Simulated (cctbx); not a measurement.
# Which space group?

Cell: a = 7.7200 Å, b = 13.2070 Å, c = 7.9390 Å, α = 90.00°, β = 102.93°, γ = 90.00°. Expected content of the cell: Tl16 Te8 S4.

Simulated single-crystal data (cctbx): Mo Kα, λ = 0.71073 Å, to d = 0.65 Å, 70 % of the full sphere, strongest reflection 40000 counts, noise from counting, a 3 % proportional error and a noise floor of 8 counts (s.d.); no absorption.

Tests on the unmerged data give:

```text
8389 reflections to d = 0.650 A
centring   violations  <I/sigma> of those
    A       3495 of  4264     15.8
    B       3590 of  4190     17.4
    C       3593 of  4214     17.3
    I       3584 of  4211     17.1
    R       4732 of  5579     17.2
    F       5339 of  6334     16.8
Laue class    unique    Rint  (classes that these axes allow; Friedel mates merged)
P -1             5472   0.022
P 1 2/m 1        3077   0.025
space group    extra absences  I>4sigma  <I/sigma>
P 1 2 1                 0          0         -  acentric
P 1 21 1               16          0       0.3  acentric
P 1 m 1                 0          0         -  acentric
P 1 c 1               159          0      -0.1  acentric
P 1 2/m 1               0          0         -  centric
P 1 21/m 1             16          0       0.3  centric
P 1 2/c 1             159          0      -0.1  centric
P 1 21/c 1            175          0      -0.0  centric
Wilson B = 0.31 A^2   <|E^2-1|> = 0.931 (0.968 centric, 0.736 acentric)   E^2>4: 3.5 %
shell (A)         n   <I/sigma>
13.21 - 1.30    397     29.7
 1.30 - 1.03    387     28.3
 1.03 - 0.90    382     27.3
 0.90 - 0.82    382     25.2
 0.82 - 0.76    385     25.2
 0.76 - 0.72    377     23.7
 0.72 - 0.68    390     22.8
 0.68 - 0.65    377     21.4
```

Q: Read the symmetry from these tables.

Every centring test has many violations, so the lattice is primitive.

Rint stays low (0.022 to 0.025) up to P 1 2/m 1, the highest class in these axes.

8 settings pass the absence test. The most absences obeyed, 175, belong to P 1 21/c 1 alone.

⟨|E²−1|⟩ = 0.931 leans to a centrosymmetric structure. The Wilson B of 0.31 Å² means U ≈ 0.0039 Å².

The true group is P2_1/c (no. 14), Laue class 2/m, centrosymmetric. The tables fix it.

This is a model crystal, built by substitution and not relaxed, with assumed displacement parameters.

[Logs are printed without paths, hosts, clocks, repeated set-up lines and the standing remarks that a program may print on its own settings, such as how far it seeks lower states.]
